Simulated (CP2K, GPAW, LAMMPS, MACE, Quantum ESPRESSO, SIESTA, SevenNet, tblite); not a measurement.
# Running glassy B2O3 (90 atoms) with tblite

Aim: run glassy B2O3 (90 atoms) in tblite and see how near its forces come to a plane-wave reference, and at what cost.

Main program and level: tblite 0.8.0; the method is named at each step.

## Step 1: Starting point

The cell holds 90 atoms: 36 B and 54 O. Cell: a = 10.120 Å, b = 10.120 Å, c = 10.120 Å, α = 90.0°, β = 90.0°, γ = 90.0°. 90 atoms (36 B, 54 O) placed at random at 1.93 g/cm³, melted at 3000 K for 20 ps at fixed volume with the Buckingham and Coulomb pair potential of Guillot and Sator (Geochim. Cosmochim. Acta 71, 1249 (2007)) with the boron terms of Wang et al. (J. Non-Cryst. Solids 498, 294 (2018)). Quenched from 3000 K to 300 K at 50 K/ps and fixed volume, held 10 ps at zero pressure, then minimised at fixed cell.

The yardstick, on the same geometry:

```
method                                           : Kohn-Sham DFT, PBE, SSSP efficiency 1.3.0 pseudopotentials, plane waves (Quantum ESPRESSO 7.5); sssp-pbe-1.3.0-efficiency, cutoffs 60/480 Ry, Γ point
r.m.s. force component                           : 0.7075 eV/Å
longest force                                    : 3.16 eV/Å
pressure                                         : -10.14 GPa
gap (highest filled to lowest empty level) : 4.663 eV
time                                             : 72 s on 4 MPI ranks of Arm Neoverse V2, shared host
CPU time                                         : 4.8 min
```

## Step 2: GFN1-xTB

Method: GFN1-xTB tight binding, diagonalisation.

The input, run.py:

```python
import numpy as np
from ase.io import read
from tblite.ase import TBLite

atoms = read("structure.xyz")
atoms.calc = TBLite(method="GFN1-xTB", electronic_temperature=580, accuracy=1.0, max_iterations=250, mixer_damping=0.4, verbosity=1)
energy = atoms.get_potential_energy()
forces = atoms.get_forces()
print(f"energy {energy:.6f} eV")
print("forces (eV/A)")
for i, (a, f) in enumerate(zip(atoms, forces)):
    print(f"{i:4d} {a.symbol:2s} {f[0]:10.5f} {f[1]:10.5f} {f[2]:10.5f}")
stress = -atoms.get_stress(voigt=False) * 160.21766
print("stress (GPa, compression positive)")
for row in stress:
    print(" ".join(f"{x:10.4f}" for x in row))
print("charges (e)")
print(np.array2string(atoms.get_charges(), precision=4, suppress_small=True, max_line_width=110, threshold=100000))
```

The input, structure.xyz:

```xyz
90
Lattice="10.11952 0.00000 0.00000 0.00000 10.11952 0.00000 0.00000 0.00000 10.11952" Properties=species:S:1:pos:R:3 pbc="T T T"
B 8.82786 9.71555 2.01905
B 9.64957 8.51720 4.34927
B 3.03545 3.21882 4.76518
B 7.80893 1.53118 8.55970
B 7.37571 2.25190 2.73247
B 5.88238 8.14267 6.05744
B 3.95248 1.82769 8.79487
B 9.71595 6.04581 3.35189
B 3.83034 4.90068 1.32181
B 0.25663 0.56487 10.03755
B 9.58905 7.41214 8.63053
B 6.96334 3.32467 0.38009
B 2.70383 5.95827 4.49195
B 4.05439 6.27097 9.15989
B 9.89092 2.95955 2.04020
B 7.21309 6.24243 4.65660
B 5.60723 2.73784 6.87379
B 9.51670 1.97361 6.44472
B 2.00903 1.95772 6.98490
B 7.56414 9.15725 7.92237
B 0.00729 3.28803 9.67821
B 6.65207 5.63232 9.21069
B 6.12008 5.99116 2.31191
B 0.43666 7.16604 1.05739
B 2.12631 9.21018 8.64703
B 7.31166 4.91637 6.85638
B 2.47807 2.80968 2.40581
B 3.40846 7.12283 6.74901
B 5.71065 1.13308 4.61369
B 0.39375 5.11926 7.60512
B 4.31982 9.73356 10.04119
B 9.93970 4.14020 5.15144
B 3.55893 9.68256 4.07675
B 2.55781 7.79082 2.47351
B 1.59119 9.24317 5.94714
B 6.40920 8.56152 1.32212
O 1.09787 2.61367 2.32182
O 4.25910 1.00669 9.87645
O 6.36326 3.90087 6.77229
O 7.46355 0.18832 8.70825
O 4.95148 2.48829 8.08145
O 2.62723 6.71359 5.66410
O 7.48591 2.50944 9.49029
O 2.58200 9.73751 5.08243
O 8.48026 1.83609 7.36762
O 0.69845 1.53796 6.73940
O 5.53669 1.83892 5.81245
O 9.87908 7.41123 9.99626
O 3.01541 4.60428 4.57898
O 7.53287 9.30965 1.67761
O 6.68880 2.79967 1.63916
O 9.97845 4.80495 3.92951
O 6.97579 5.70751 3.38721
O 3.31728 6.51161 8.00150
O 6.50220 7.38442 5.05490
O 8.76765 2.39984 2.64949
[... 30 atom lines left out ...]
O 1.07743 9.79620 9.35428
O 2.58665 6.63324 3.27478
O 5.45746 6.34271 9.07164
O 7.50089 5.52101 8.10098
```

Launch:

```sh
$ OMP_NUM_THREADS=1 python run.py > output.txt
```

The log of the run:

```text
------------------------------------------------------------
  cycle        total energy    energy error   density error
------------------------------------------------------------
      1     -297.5513388465  -2.9899742E+02   1.0171549E+00
      2     -308.7714748729  -1.1220136E+01   4.6676760E-01
      3     -308.7875100965  -1.6035224E-02   2.4078704E-01
      4     -308.7767852782   1.0724818E-02   2.9069045E-02
      5     -308.7953443667  -1.8559089E-02   6.4033768E-03
      6     -308.7962090855  -8.6471882E-04   1.8194106E-03
      7     -308.7962825208  -7.3435257E-05   3.4553619E-04
      8     -308.7962852340  -2.7132153E-06   3.8765404E-05
      9     -308.7962852672  -3.3182005E-08   6.9621677E-06
------------------------------------------------------------
 total:                                   1.276 sec
energy -8402.774921 eV
forces (eV/A)
   0 B     0.16012   -1.18933   -0.51325
   1 B     1.02352   -0.10116   -1.40804
   2 B    -1.55964    0.31029   -0.00166
   3 B     0.05154   -0.25655   -0.06725
   4 B     0.00638    0.10632   -0.77256
   5 B     0.23603   -1.65342    0.93959
   6 B     0.20201   -1.11316   -1.67686
   7 B     1.13563    0.90978    0.00007
   8 B     0.83093    0.08071   -0.28570
   9 B    -0.11327    0.35180    0.17381
  10 B    -0.12486   -0.40496    0.64892
  11 B     0.75876   -0.07031   -0.28411
  12 B     0.81362    0.32983    0.18992
  13 B     0.74333   -0.88808    0.06761
  14 B    -0.23784   -0.55310   -1.17741
  15 B    -1.45008   -0.00557    0.35647
  16 B     0.28158    0.11309    0.04197
  17 B     0.26391    1.45060    1.38862
  18 B     0.32569    0.66419   -0.68354
  19 B     0.26701   -0.13150   -0.55471
  20 B     0.23466   -0.17029    0.48489
  21 B    -1.43275   -1.69459   -0.81374
  22 B    -0.87727    1.46016    0.24161
  23 B    -0.34041   -0.12578    0.45632
[...]
82 O     0.25992    0.25601   -0.38698
  83 O    -0.20890    0.43598   -0.55641
  84 O     0.17643    0.27272   -0.39202
  85 O    -0.02674   -0.02200    0.04715
  86 O    -0.11307    0.23496    0.24105
  87 O     0.07149   -0.62694    0.17930
  88 O     0.79237   -0.06299   -0.16910
  89 O    -0.08122    0.11665   -0.41608
stress (GPa, compression positive)
   -8.7935    -1.4769    -0.7569
   -1.4769    -8.0338     2.0696
   -0.7569     2.0696   -11.7205
charges (e)
[ 0.6839  0.6819  0.6812  0.6826  0.683   0.6793  0.679   0.6848  0.6872  0.6798  0.6899  0.6866  0.6802
  0.6816  0.6928  0.6846  0.6814  0.6858  0.6873  0.6792  0.6794  0.687   0.69    0.6773  0.6893  0.683
  0.6923  0.6896  0.6908  0.6891  0.6822  0.6866  0.6878  0.6776  0.6959  0.6858 -0.455  -0.4604 -0.4694
 -0.4534 -0.4545 -0.4669 -0.4558 -0.4688 -0.4558 -0.4617 -0.4606 -0.4412 -0.4683 -0.4546 -0.4482 -0.4356
 -0.4565 -0.4412 -0.4759 -0.4486 -0.4501 -0.4525 -0.4688 -0.445  -0.4506 -0.4523 -0.4691 -0.4645 -0.4734
 -0.4558 -0.4719 -0.4723 -0.4484 -0.4573 -0.4453 -0.4529 -0.4612 -0.4404 -0.4477 -0.4491 -0.4573 -0.4739
 -0.4542 -0.4568 -0.4526 -0.4542 -0.4729 -0.4481 -0.4338 -0.4442 -0.4446 -0.4686 -0.4715 -0.4623]
```

The job ended after 1.7 s (1 thread of Arm Neoverse V2, shared host; peak memory 0.12 GiB).

Banners, paths, timers and routine set-up lines are dropped from the logs unmarked, and long logs keep their key lines alone; longer cuts are marked.

Numbers from this run, and their distance from the reference:

- r.m.s. force component: 0.5658 eV/Å
- r.m.s. difference of force components: 226.6 meV/Å
- longest difference of force vectors: 806 meV/Å
- force difference over r.m.s. force: 32.02 %
- slope of forces against the reference's: 0.7685
- correlation of force components: 0.961
- pressure: -9.516 GPa
- pressure difference: 0.6218 GPa

Length of the force difference by element (eV/Å):

```csv
element,atoms,mean,most
B,36,0.48,0.81
O,54,0.26,0.49
```

Local excerpt of 9 atoms (numbers count through the whole input) about B22, which bears the longest force; x, y, z are measured from there.

```csv
atom,x,y,z,distance (Å),bonds,Mulliken charge (e),Fx,Fy,Fz (eV/Å)
B22,0.00,0.00,0.00,0.00,3,0.69,-1.43,-1.69,-0.81
O58,0.12,-0.95,1.01,1.39,2,-0.45,-0.14,-0.36,0.47
O89,-1.19,0.71,-0.14,1.40,2,-0.47,0.79,-0.06,-0.17
O90,0.85,-0.11,-1.11,1.40,2,-0.46,-0.08,0.12,-0.42
B26,0.66,-0.72,-2.35,2.55,3,0.68,-1.43,0.56,0.11
B12,0.31,-2.31,1.29,2.66,3,0.69,0.76,-0.07,-0.28
B14,-2.60,0.64,-0.05,2.68,3,0.68,0.74,-0.89,0.07
O39,-0.29,-1.73,-2.44,3.00,2,-0.47,0.09,-0.53,-0.09
O67,-0.30,1.57,2.56,3.01,2,-0.47,-0.09,0.48,-0.14
```

Atoms are counted from 1 here, from 0 in the log.

Forces lie 32 % from the reference's, at 0.0058 times its CPU time (on 1 against 4 cores).

## Step 3: GFN2-xTB

Method: GFN2-xTB tight binding, diagonalisation.

Edit run.py of step 2 so:

```diff
@@ -5,3 +5,3 @@
 atoms = read("structure.xyz")
-atoms.calc = TBLite(method="GFN1-xTB", electronic_temperature=580, accuracy=1.0, max_iterations=250, mixer_damping=0.4, verbosity=1)
+atoms.calc = TBLite(method="GFN2-xTB", electronic_temperature=580, accuracy=1.0, max_iterations=250, mixer_damping=0.4, verbosity=1)
 energy = atoms.get_potential_energy()
```

structure.xyz is that of step 2.

The log of the run:

```text
------------------------------------------------------------
  cycle        total energy    energy error   density error
------------------------------------------------------------
      1     -260.0825319671  -2.6117244E+02   4.4708422E-01
      2     -267.8317039306  -7.7491720E+00   2.4299578E-01
      3     -268.1079386267  -2.7623470E-01   1.0665386E-01
[...]
10     -268.2150107290  -4.8630170E-08   2.2531076E-05
     11     -268.2150107672  -3.8209066E-08   8.7482098E-06
------------------------------------------------------------
 total:                                   5.421 sec
energy -7298.502196 eV
forces (eV/A)
   0 B     0.07943   -1.11212   -0.59729
   1 B     0.98320    0.05506   -1.28363
   2 B    -1.47588    0.37492    0.16531
[...]
88 O     0.75781   -0.26431   -0.20708
  89 O    -0.31149    0.00518   -0.42894
stress (GPa, compression positive)
  -11.0832    -1.6201    -0.7145
   -1.6201   -10.4027     2.2545
   -0.7145     2.2545   -14.2537
charges (e)
[ 0.6281  0.632   0.6329  0.6304  0.6246  0.6347  0.6312  0.6304  0.6326  0.6283  0.6318  0.6333  0.6356
  0.6321  0.637   0.6362  0.6337  0.6366  0.6362  0.6282  0.6335  0.639   0.6377  0.6243  0.6305  0.6346
  0.6406  0.637   0.6336  0.6382  0.6278  0.6312  0.6338  0.6274  0.6374  0.6327 -0.4196 -0.4187 -0.4432
 -0.4201 -0.4286 -0.4417 -0.4261 -0.4365 -0.429  -0.4312 -0.4232 -0.3998 -0.4407 -0.4117 -0.4008 -0.4025
 -0.4216 -0.4012 -0.449  -0.4063 -0.4191 -0.4227 -0.4419 -0.4014 -0.4136 -0.412  -0.4461 -0.4317 -0.4492
 -0.421  -0.4396 -0.4384 -0.4108 -0.4187 -0.3992 -0.4102 -0.4352 -0.388  -0.4037 -0.4132 -0.4191 -0.4508
 -0.4261 -0.4152 -0.4134 -0.4162 -0.4482 -0.3996 -0.3758 -0.4096 -0.4043 -0.4505 -0.4458 -0.4438]
```

Run time: 5.8 s. Hardware: 1 thread; peak memory 0.12 GiB.

Against the reference:

```
r.m.s. force component                  : 0.5223 eV/Å
r.m.s. difference of force components   : 296.2 meV/Å
longest difference of force vectors     : 1081 meV/Å
force difference over r.m.s. force      : 41.86 %
slope of forces against the reference's : 0.6849
correlation of force components         : 0.9277
pressure                                : -11.91 GPa
pressure difference                     : -1.776 GPa
```

Against the first run (32 %), the force difference from the reference is 42 %, at 3.5 times the CPU time.

## Step 4: All runs compared

Differences are against the plane-wave reference, forces as r.m.s. over components; share is that over the reference's r.m.s. force, slope the least-squares factor from reference forces to these. Total energies of different programs have different zeros and aren't compared.

```csv
run,"Δ force, r.m.s. (meV/Å)",share (%),slope,Δ pressure (GPa),cores,CPU time,memory (GiB)
reference,-,-,-,-,4,4.8 min,2.8
tblite GFN1-xTB,227,32.0,0.768,0.622,1,1.7 s,0.12
tblite GFN2-xTB,296,41.9,0.685,-1.78,1,5.8 s,0.12
```

CPU time is summed over cores on a shared host, where runs went side by side, so it is rough. Symmetry, cutoffs, thresholds, outputs and thread counts weren't matched or tuned between programs; memory under MPI is the largest rank's times the ranks.

## Step 5: Results

```yaml
nearest_in_forces: tblite GFN1-xTB, 32 %
its_cpu_time: 1.7 s
```

**Reading.** Tight binding differs by 32 % (tblite GFN1-xTB) to 42 % (tblite GFN2-xTB); it is another model, with fitted parameters of its own, and the xTB methods hold dispersion. Of the electronic-structure runs that take under half the reference's CPU time, tblite GFN1-xTB comes nearest, at 32 % in 1.7 s against 4.8 min. Periodic xTB results under one method name differ between programs and library versions. The reference's pressure holds the uncorrected Pulay stress of its 60 Ry basis, so small pressure differences, and their order, may be the reference's own error. The quench rate of 50 K/ps is many orders above laboratory rates, so the cell is likely richer in defects and strain than a real sample. The network of bonds at the start is that of the classical potential that made the cell, and needn't be the one that DFT or experiment would give. The reference's stress is far from hydrostatic: its diagonal is -9.2, -8.5, -12.8 GPa, compression counted positive. The electronic-structure runs sample only Γ, in a cell whose shortest periodic width is 10 Å.

[Also dropped from logs without a mark: logging warnings of Python, and SIESTA's first energy breakdown and zero terms.]

[Logs are printed without paths, hosts, clocks, repeated set-up lines and the standing remarks that a program may print on its own settings, such as how far it seeks lower states.]

[Hosts, paths, dates, database ids (printed as entryN), source tags and the programs' standing remarks are cut or masked in the printed files.]
